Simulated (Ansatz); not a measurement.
# How the geometry moves the gap of CuI (Marshite)

How far does the choice of cell move the gap? The case is CuI (Marshite).

Method: PBE, HSE06 and G0W0, plane waves, PAW, in Ansatz 0.2.0.

The database entry behind the starting cell differs from later determinations by our own check (about 0.15 % long (mineral sample)), so it need not match the best structure at ambient conditions.

In doubt: one-shot GW on d or f shells is unsure (steps 6, 7), so the values of those runs are not to be relied on.

### Step 1. The structure

Symmetry: F-43m, No. 216, cubic system. The conventional cell has a = 6.063 Å, b = 6.063 Å, c = 6.063 Å, α = 90.00°, β = 90.00°, γ = 90.00°. Nearest to Cu lie 4 I at 2.63 Å. Nearest to I lie 4 Cu at 2.63 Å. Farther neighbours and most contacts between anions are not listed.

The cell and positions come from the Crystallography Open Database and are kept as given unless a step says otherwise. Spin-orbit coupling is left out unless a step names it. The default PAW set here is soft_2. Its files were made with PBE.

### Step 2. PBE bands at the given cell

The cheap functional maps the bands first; the places of the edges decide which points the dearer methods must see.

This step: DFT, PBE, plane waves, PAW.

Contents of input.yaml:

```yaml
crystal:
  lattice:
    - [0.0, 3.0315, 3.0315]
    - [3.0315, 0.0, 3.0315]
    - [3.0315, 3.0315, 0.0]
  atoms:
    - { symbol: Cu, position: [0.25, 0.25, 0.25] }
    - { symbol: I, position: [0.0, 0.0, 0.0] }
kpoints:
  mp_grid: { grid: [6, 6, 6] }
  band_path:
    path:
      - [[0.0, 0.0, 0.0], [-0.5, -0.5, 0.0], [-0.375, -0.375, 0.25]]
      - [[-0.375, 0.0, 0.375], [0.0, 0.0, 0.0], [0.0, 0.0, 0.5], [-0.5, -0.25, 0.25], [-0.5, -0.5, 0.0]]
    npoints: 10
hamiltonian:
  xc: pbe
scf:
  occupations: { method: fermi_dirac, width: 0.02 }
  n_extra_bands: 4
output:
  eigenvalues: true
  write_density: true
  write_potential: true
  elf: true
  volumetric_format: npy
```

Run with:

```console
ansatz run input.yaml --threads 3 --pin off --max-ram 92160MiB --backend cuda --events-out ev --progress --plain --runs-dir out --devices 1 --max-vram 13GiB  # rebuilt from the run's record
```

Numbers of over 12 decimals in the logs are rounded to 6 here.

Output:

```text
scf.n_extra_bands = 4 over 18 filled bands (N_el = 36.0): the run solves 22 bands
GPUs: using 1 of 1 available (devices: 1).
Engine: ansatz 0.2.0, x86_64-unknown-linux-gnu
Pseudopotentials: kind: paw
Pseudopotential: Cu, paw, valence charge 19, recommended cutoff 420 eV (normal), Cu.paw.azcp
Pseudopotential: I, paw, valence charge 17, recommended cutoff 420 eV (normal), I.paw.azcp
Functional definition: PBE
  parameter kappa = 0.804
  parameter beta = 0.066725
  exchange = pbe_x(kappa = kappa, mu = beta*pi^2/3)
  correlation = pbe_c(beta = beta)
device memory: the entry about to start is reckoned to put 0.9 GiB on a device that reports 58.3 GiB free (of which the cap on the GPU budget leaves the run 13.0 GiB)
GPU FFT provider: cuFFT
GPU libraries: cuBLAS 13.8.2, cuFFT 12.4.0, cuSOLVER 12.3.4
Crystal: 2 atoms, lattice volume = 55.719 Å³
Basis set: ecut = 420 eV, 1067 PW (Γ)
Bands: 22, of which v1, the nominal top of the filled ones, is band 18 counted from 1 (17 counted from 0)
Symmetry: 24 space group operations
Space group: F-43m (ITA 216), of the structure as read, at distance tolerance 3.8e-5 Å
k-points: 16 of 216 (time reversal used)
Non-local potential: Cu, projectors of the file, l = 0: 3, l = 1: 2, l = 2: 3, l = 3: 1
Non-local potential: I, projectors of the file, l = 0: 2, l = 1: 2, l = 2: 2, l = 3: 2
PAW form: soft (Blöchl's): semilocal exchange-correlation on the pseudo side does not see the compensation charge
PAW one-centre angular grid: Cu, 590 points (default); XC on 64 Gauss nodes
PAW one-centre angular grid: I, 590 points (default); XC on 64 Gauss nodes
Initial density: superposition of atomic densities (neutral atoms: chi_scale 0, normalization atom), corrected by the library's trained network
Initial wavefunctions: pseudopotential atomic-orbital guess
GPU buffer pool allocated for 27000 grid points (all kernels)
GPU transforms: local potential and band sums: pruned to the plane-wave sphere, on 30×30×30
Functional: x = pbe(κ = 0.804, μ = 0.219515), c = pbe(β = 0.066725)
SCF iter   1: F=—  HF=-14138.363506 eV  |F-HF|=—  |Δ(HF+E_count)|=         —  Δρ=1.26e-3  dr2=6.77e-4  ethr=1.77e-3  ⟨swp⟩=6.6  Hψ=1747  notcnv=0
preconditioner: auto → none  [insulator: Δε(μ)=1.133 eV  Ē_g=8.970 eV  σ=0.020 eV  W_gap=1.00  n_scr=14 (ndim 8)  ℏωp=21.1 eV  f_vac=0.179  D(μ)=0.00/eV (n_scr^D=0)  ε∞_Penn≈6.5]
SCF iter   2: F=—  HF=-14138.363656 eV  |F-HF|=—  |Δ(HF+E_count)|=   1.49e-4  Δρ=2.11e-3  dr2=1.53e-3  ethr=1.88e-6  ⟨swp⟩=3.1  Hψ=875  notcnv=0
SCF iter   3: F=—  HF=-14138.363391 eV  |F-HF|=—  |Δ(HF+E_count)|=   2.64e-4  Δρ=2.02e-4  dr2=1.87e-5  ethr=1.88e-6  ⟨swp⟩=2.0  Hψ=679  notcnv=0
SCF iter   4: F=—  HF=-14138.363591 eV  |F-HF|=—  |Δ(HF+E_count)|=   1.99e-4  Δρ=6.18e-5  dr2=1.39e-6  ethr=5.19e-8  ⟨swp⟩=2.0  Hψ=496  notcnv=0
SCF iter   5: F=—  HF=-14138.363597 eV  |F-HF|=—  |Δ(HF+E_count)|=   6.04e-6  Δρ=2.47e-5  dr2=3.31e-7  ethr=3.86e-9  ⟨swp⟩=2.0  Hψ=569  notcnv=0
SCF iter   6: F=-14138.363597 eV  HF=-14138.363597 eV  |F-HF|=1.06e-8  |Δ(HF+E_count)|=   7.89e-7  Δρ=4.71e-6  dr2=8.12e-9  ethr=2.78e-10  ⟨swp⟩=5.0  Hψ=1313  notcnv=0
SCF 1 converged in 6 iterations: F = -14138.363597 eV  dr2 = 8.12e-9
[...]
device memory: the entry about to start is reckoned to put 1.3 GiB on a device that reports 57.3 GiB free (of which the cap on the GPU budget leaves the run 13.0 GiB)
NSCF: frozen V_eff on 62 k-points, pencils in batches of 32, up to order 100
SCF converged after 6 iterations
Free energy (F): -14138.363597 eV
Harris-Foulkes:  -14138.363597 eV  (|F-HF|=1.06e-8)
Internal energy: -14138.363597 eV  (E = F + TS)
E sigma→0 (E₀):  -14138.363597 eV
Fermi energy:    8.728825 eV
--- Per-component energies (eV) ---
  E_band       = -867.419429
  E_kinetic    = 489.442082
  E_local      = -7622.650039  (includes V_loc(G=0)·N_el)
  E_nonlocal   = 313.655692
  E_hartree    = 3542.940306
  E_xc         = -215.247101
  E_vxc        = -241.058040  (∫ρ·V_xc dr)
  E_paw        = -6492.373383  (= ΣΔE_a)
  E_vpaw       = -892.684856  (= ΣTr[D̂ρ^β])
  E_aug_tail   = 0.000298  (compensation charges beyond the density's cutoff)
  E_ewald      = -4154.131452
  E_smearing   = -0.000000  (= −TS)
  E_closure    = -0.000000  (closes the sum)
  Σ components = -14138.363597   (vs F -14138.363597, Δ=0.00e0)
--- Band table (eV; the first three rows and the last of 16) ---
  k-point 0: bands = [... 14 lower, 6.3085, 8.1574, 8.1574, 8.1574, 9.2782, 13.0325, 13.0325, 13.0325]
  k-point 1: bands = [... 14 lower, 6.2996, 7.2909, 7.9641, 7.9641, 10.2071, 13.0300, 13.3802, 13.3802]
  k-point 2: bands = [... 14 lower, 6.3106, 6.6040, 7.6174, 7.6174, 10.3875, 13.6406, 13.6406, 14.5711]
  k-point 15: bands = [... 14 lower, 6.2660, 6.3912, 6.5815, 6.8617, 12.0145, 12.0595, 15.2502, 15.3168]
```

The job ended after 3.5 s (1 × NVIDIA H100 80GB HBM3 (shared by 6 runs) with 3 threads of AMD EPYC 7R13 (Zen 3), shared host; peak memory 0.92 GiB; 3.5 s of CPU time).

Numbers from this step:

* filled bands: 18
* gap: 1.121 eV
* valence top at: Γ
* conduction bottom at: Γ
* least direct gap: 1.121 eV

The gap is direct, at Γ.

### Step 3. The relaxed cell

Cell and ions were relaxed with PBE; that run is not shown. It left this cell:

Symmetry: F-43m, No. 216, cubic system. The conventional cell has a = 6.079 Å, b = 6.079 Å, c = 6.079 Å, α = 90.00°, β = 90.00°, γ = 90.00°. Nearest to Cu lie 4 I at 2.63 Å. I has 4 Cu at 2.63 Å nearest. Farther neighbours and most contacts between anions are not listed.

### Step 4. PBE at the relaxed cell

input.yaml, the sections that differ from step 2:

```yaml
crystal:
  lattice:
    - [0.0, 3.039449906, 3.039449906]
    - [3.039449906, 0.0, 3.039449906]
    - [3.039449906, 3.039449906, 0.0]
  atoms:
    - { symbol: Cu, position: [0.25, 0.25, 0.25] }
    - { symbol: I, position: [0.0, 0.0, 0.0] }
output:
  eigenvalues: true
# kpoints, hamiltonian, scf: as in step 2
```

Output:

```text
[...]
GPUs: using 1 of 1 available (devices: 1).
[...]
GPU FFT provider: cuFFT
GPU libraries: cuBLAS 13.8.2, cuFFT 12.4.0, cuSOLVER 12.3.4
Crystal: 2 atoms, lattice volume = 56.158 Å³
Basis set: ecut = 420 eV, 1067 PW (Γ)
Bands: 22, of which v1, the nominal top of the filled ones, is band 18 counted from 1 (17 counted from 0)
[... 1 set-up line as in the run before ...]
[...]
Fermi energy:    8.605275 eV
[...]
--- Band table (eV; the first three rows and the last of 16) ---
  k-point 0: bands = [... 14 lower, 6.2270, 8.0440, 8.0440, 8.0440, 9.1445, 12.9271, 12.9271, 12.9271]
  k-point 1: bands = [... 14 lower, 6.2183, 7.1912, 7.8544, 7.8544, 10.0729, 12.9142, 13.2712, 13.2712]
  k-point 2: bands = [... 14 lower, 6.2292, 6.5177, 7.5137, 7.5137, 10.2649, 13.5306, 13.5306, 14.4309]
  k-point 15: bands = [... 14 lower, 6.1870, 6.3085, 6.4956, 6.7724, 11.9080, 11.9329, 15.1206, 15.1884]
[key lines of the parts left out:]
SCF converged after 6 iterations
Free energy (F): -14138.364060 eV
```

Run time: 3 s. Hardware: 1 × NVIDIA H100 80GB HBM3 (shared by 6 runs) with 3 threads; peak memory 0.91 GiB; 2.9 s of CPU time.

This step gave:

```
gap                  : 1.100 eV
valence top at       : Γ
conduction bottom at : Γ
least direct gap     : 1.100 eV
```

The gap is direct, at Γ.

### Step 5. HSE06 at the relaxed cell

HSE06 mixes in a quarter of exact exchange at short range. Exchange couples all pairs of k points, which makes a full band path dear, so levels are read on the mesh and at chosen points.

This step: DFT, HSE06, plane waves, PAW.

Contents of input.yaml:

```yaml
crystal:
  lattice:
    - [0.0, 3.039449906, 3.039449906]
    - [3.039449906, 0.0, 3.039449906]
    - [3.039449906, 3.039449906, 0.0]
  atoms:
    - { symbol: Cu, position: [0.25, 0.25, 0.25] }
    - { symbol: I, position: [0.0, 0.0, 0.0] }
kpoints:
  mp_grid: { grid: [4, 4, 4] }
  band_path:
    path:
      - [0.0, 0.0, 0.0]
      - [-0.5, -0.5, 0.0]
      - [-0.375, -0.375, 0.25]
      - [-0.375, 0.0, 0.375]
      - [0.0, 0.0, 0.5]
      - [-0.5, -0.25, 0.25]
    npoints: 1
hamiltonian:
  xc: hse06
scf:
  occupations: { method: fixed }
  n_extra_bands: 4
output:
  eigenvalues: true
  write_density: true
  write_potential: true
  elf: true
  volumetric_format: npy
```

Output:

```text
[...]
GPUs: using 1 of 1 available (devices: 1).
[...]
davidson cushion auto → on  (no smearing: the cushion is to keep the highest requested band from converging to the state above it; pin scf.eigensolver.cushion to override)
[...]
GPU FFT provider: cuFFT
GPU libraries: cuBLAS 13.8.2, cuFFT 12.4.0, cuSOLVER 12.3.4
Crystal: 2 atoms, lattice volume = 56.158 Å³
Basis set: ecut = 420 eV, 1067 PW (Γ)
[...]
E sigma→0 (E₀):  -14142.427649 eV
Fermi energy:    7.059641 eV
[...]
--- Band table (eV; the first three rows and the last of 8) ---
  k-point 0: bands = [... 14 lower, 4.6039, 7.0596, 7.0596, 7.0596, 9.6877, 13.4149, 13.4149, 13.4149]
  k-point 1: bands = [... 14 lower, 4.5949, 5.4221, 6.6331, 6.6331, 10.8313, 13.9813, 13.9861, 13.9861]
  k-point 2: bands = [... 14 lower, 4.6267, 4.6782, 6.2395, 6.2395, 10.6877, 13.9152, 13.9152, 15.8639]
  k-point 7: bands = [... 14 lower, 4.7086, 4.7144, 4.8416, 5.3935, 12.9736, 13.2035, 14.6113, 14.8083]
[key lines of the parts left out:]
Free energy (F): -14142.427649 eV
```

It took 8.4 s on 1 × NVIDIA H100 80GB HBM3 (shared by 6 runs) with 3 threads; peak memory 1.1 GiB.

Numbers from this step:

```yaml
gap: 2.628 eV
valence_top_at: Γ
conduction_bottom_at: Γ
least_direct_gap: 2.628 eV
```

The gap stands +1.53 eV against PBE.

### Step 6. G0W0 at the relaxed cell

G0W0 replaces the xc potential by the self-energy, built once from these orbitals. Only a window of levels is corrected, while the sums run over the empty bands that the input names.

This step: G0W0 on PBE, plane waves, PAW.

Contents of input.yaml:

```yaml
crystal:
  lattice:
    - [0.0, 3.039449906, 3.039449906]
    - [3.039449906, 0.0, 3.039449906]
    - [3.039449906, 3.039449906, 0.0]
  atoms:
    - { symbol: Cu, position: [0.25, 0.25, 0.25] }
    - { symbol: I, position: [0.0, 0.0, 0.0] }
kpoints:
  mp_grid: { grid: [4, 4, 4] }
hamiltonian:
  xc: pbe
scf:
  occupations: { method: fixed }
gw:
  n_empty_bands: 167
  ecut_chi: 120
  qp_bands: [v2, c2]
  qp_kpoints: band_edges
  screening: { model: contour_deformation }
```

Output:

```text
GPUs: using 1 of 1 available (devices: 1).
[...]
GPU FFT provider: cuFFT
GPU libraries: cuBLAS 13.8.2, cuFFT 12.4.0, cuSOLVER 12.3.4
Crystal: 2 atoms, lattice volume = 56.158 Å³
Basis set: ecut = 420 eV, 1067 PW (Γ)
Bands: 22, of which v1, the nominal top of the filled ones, is band 18 counted from 1 (17 counted from 0)
[... 1 set-up line as in the run before ...]
[...]
k-points: 8 of 64 (time reversal used)
[...]
1    20     13.4829    -7.1307    -4.3524   -11.7148  0.7436    13.7170    13.7146  root
[...]
6    17      6.5829   -41.6989     8.1129   -32.9887  0.6483     5.9618     5.9856  root
     6    18      6.5829   -41.6989     8.1129   -32.9887  0.6483     5.9618     5.9856  root
     6    19     10.7761    -9.3103    -3.1554   -12.5015  0.7674    10.8119    10.8119  root
     6    20     10.9513   -10.8518    -3.4741   -14.5887  0.7573    11.2169    11.2141  root
[key lines of the parts left out:]
SCF converged after 6 iterations
Free energy (F): -14138.332782 eV
Fermi energy:    8.054720 eV
```

It took 7.2 s on 1 × NVIDIA H100 80GB HBM3 (shared by 6 runs) with 3 threads; peak memory 1.1 GiB.

Numbers from this step:

```
bands summed                                 : 185
RPA ε∞ on this mesh (eigenvalues)            : 9.459, 9.459, 9.459
plane waves in the screening matrix          : 169
G0W0 gap on the mesh                         : 1.927 eV
k of the valence top                         : 0, 0, 0
k of the conduction bottom                   : 0, 0, 0
starting gap on the mesh                     : 1.098 eV
least direct G0W0 gap on the computed points : 1.927 eV
```

The gap on the mesh goes from 1.10 eV to 1.93 eV, a correction of +0.83 eV. Between the two edge states, bare exchange in place of the xc potential would open the gap by 10.55 eV, and correlation takes back 9.72 eV.

### Step 7. G0W0 at the given cell

input.yaml, the sections that differ from step 6:

```yaml
crystal:
  lattice:
    - [0.0, 3.0315, 3.0315]
    - [3.0315, 0.0, 3.0315]
    - [3.0315, 3.0315, 0.0]
  atoms:
    - { symbol: Cu, position: [0.25, 0.25, 0.25] }
    - { symbol: I, position: [0.0, 0.0, 0.0] }
gw:
  n_empty_bands: 166
  ecut_chi: 120
  qp_bands: [v2, c2]
  qp_kpoints: band_edges
  screening: { model: contour_deformation }
# kpoints, hamiltonian, scf: as in step 6
```

Output:

```text
GPUs: using 1 of 1 available (devices: 1).
[...]
GPU FFT provider: cuFFT
GPU libraries: cuBLAS 13.8.2, cuFFT 12.4.0, cuSOLVER 12.3.4
Crystal: 2 atoms, lattice volume = 55.719 Å³
Basis set: ecut = 420 eV, 1067 PW (Γ)
Bands: 22, of which v1, the nominal top of the filled ones, is band 18 counted from 1 (17 counted from 0)
[... 1 set-up line as in the run before ...]
[...]
k-points: 8 of 64 (time reversal used)
[...]
1    20     13.5934    -7.1787    -4.3529   -11.7666  0.7455    13.8307    13.8283  root
[...]
6    17      6.6693   -41.6485     8.0987   -32.9531  0.6500     6.0498     6.0726  root
     6    18      6.6693   -41.6485     8.0987   -32.9531  0.6500     6.0498     6.0726  root
     6    19     10.8735    -9.4132    -3.1485   -12.6009  0.7687    10.9127    10.9126  root
     6    20     11.0618   -10.8944    -3.4688   -14.6263  0.7589    11.3274    11.3248  root
[key lines of the parts left out:]
SCF converged after 6 iterations
Free energy (F): -14138.331692 eV
Fermi energy:    8.168152 eV
```

The job ended after 6.3 s (1 × NVIDIA H100 80GB HBM3 (shared by 6 runs) with 3 threads; peak memory 1.1 GiB).

This step gave:

```yaml
bands_summed: 184
rpa_eps_infinity_on_this_mesh_eigenvalues: 9.418, 9.418, 9.418
plane_waves_in_the_screening_matrix: 169
g0w0_gap_on_the_mesh: 1.949 eV
k_of_the_valence_top: 0, 0, 0
k_of_the_conduction_bottom: 0, 0, 0
starting_gap_on_the_mesh: 1.118 eV
least_direct_g0w0_gap_on_the_computed_points: 1.949 eV
```

The gap on the mesh goes from 1.12 eV to 1.95 eV, a correction of +0.83 eV. Between the two edge states, bare exchange in place of the xc potential would open the gap by 10.53 eV, and correlation takes back 9.70 eV.

### Step 8. Together

G0W0 rows are gaps on the mesh, lowered by the amount that the mesh misses the start's edges, a rough step that assumes the same correction there.

| level | given cell (eV) | relaxed cell (eV) | change (eV) |
| --- | --- | --- | --- |
| PBE | 1.12 | 1.10 | −0.02 |
| HSE06 | - | 2.63 | - |
| G0W0@PBE | 1.95 | 1.93 | −0.02 |

### Step 9. Outcome

```yaml
volume_change: +0.8 %
pbe_given_cell: 1.12 eV
pbe_relaxed_cell: 1.10 eV
hse06_relaxed_cell: 2.63 eV
g0w0_pbe_relaxed_cell: 1.93 eV
g0w0_pbe_given_cell: 1.95 eV
known_limits: not at the basis limit; d shell near the gap, gap tends to lie low; no spin-orbit coupling
```

**Reading.** Relaxation changes the volume by +0.8 % and the gap by −0.02 eV (PBE) and −0.02 eV (G0W0@PBE). Bands and cutoff are finite, so the gap is not at the basis limit. The miss can reach some tenths of an eV and take either sign; the mesh is an error of its own. A d shell, filled or nearly so, lies near the gap. One-shot GW converges very slowly in bands there, not always from below, and on a semilocal start the gap tends to come out low; starts rich in exact exchange can overshoot instead. The many-body steps are scalar-relativistic: spin-orbit coupling is not in them.

[Paths, hosts, dates, memory and timing lines, banners, echoed tables and standing remarks are left out of the program output.]

[Logs are printed without paths, hosts, clocks, repeated set-up lines and the standing remarks that a program may print on its own settings, such as how far it seeks lower states.]

[Runs of the session that timed out or met a known fault of the program may be left out.]

[Cells called generated may have been cut or substituted from an entry of the Crystallography Open Database or the Materials Project.]

[Hosts, paths, dates, database ids (printed as entryN), source tags and the programs' standing remarks are cut or masked in the printed files.]
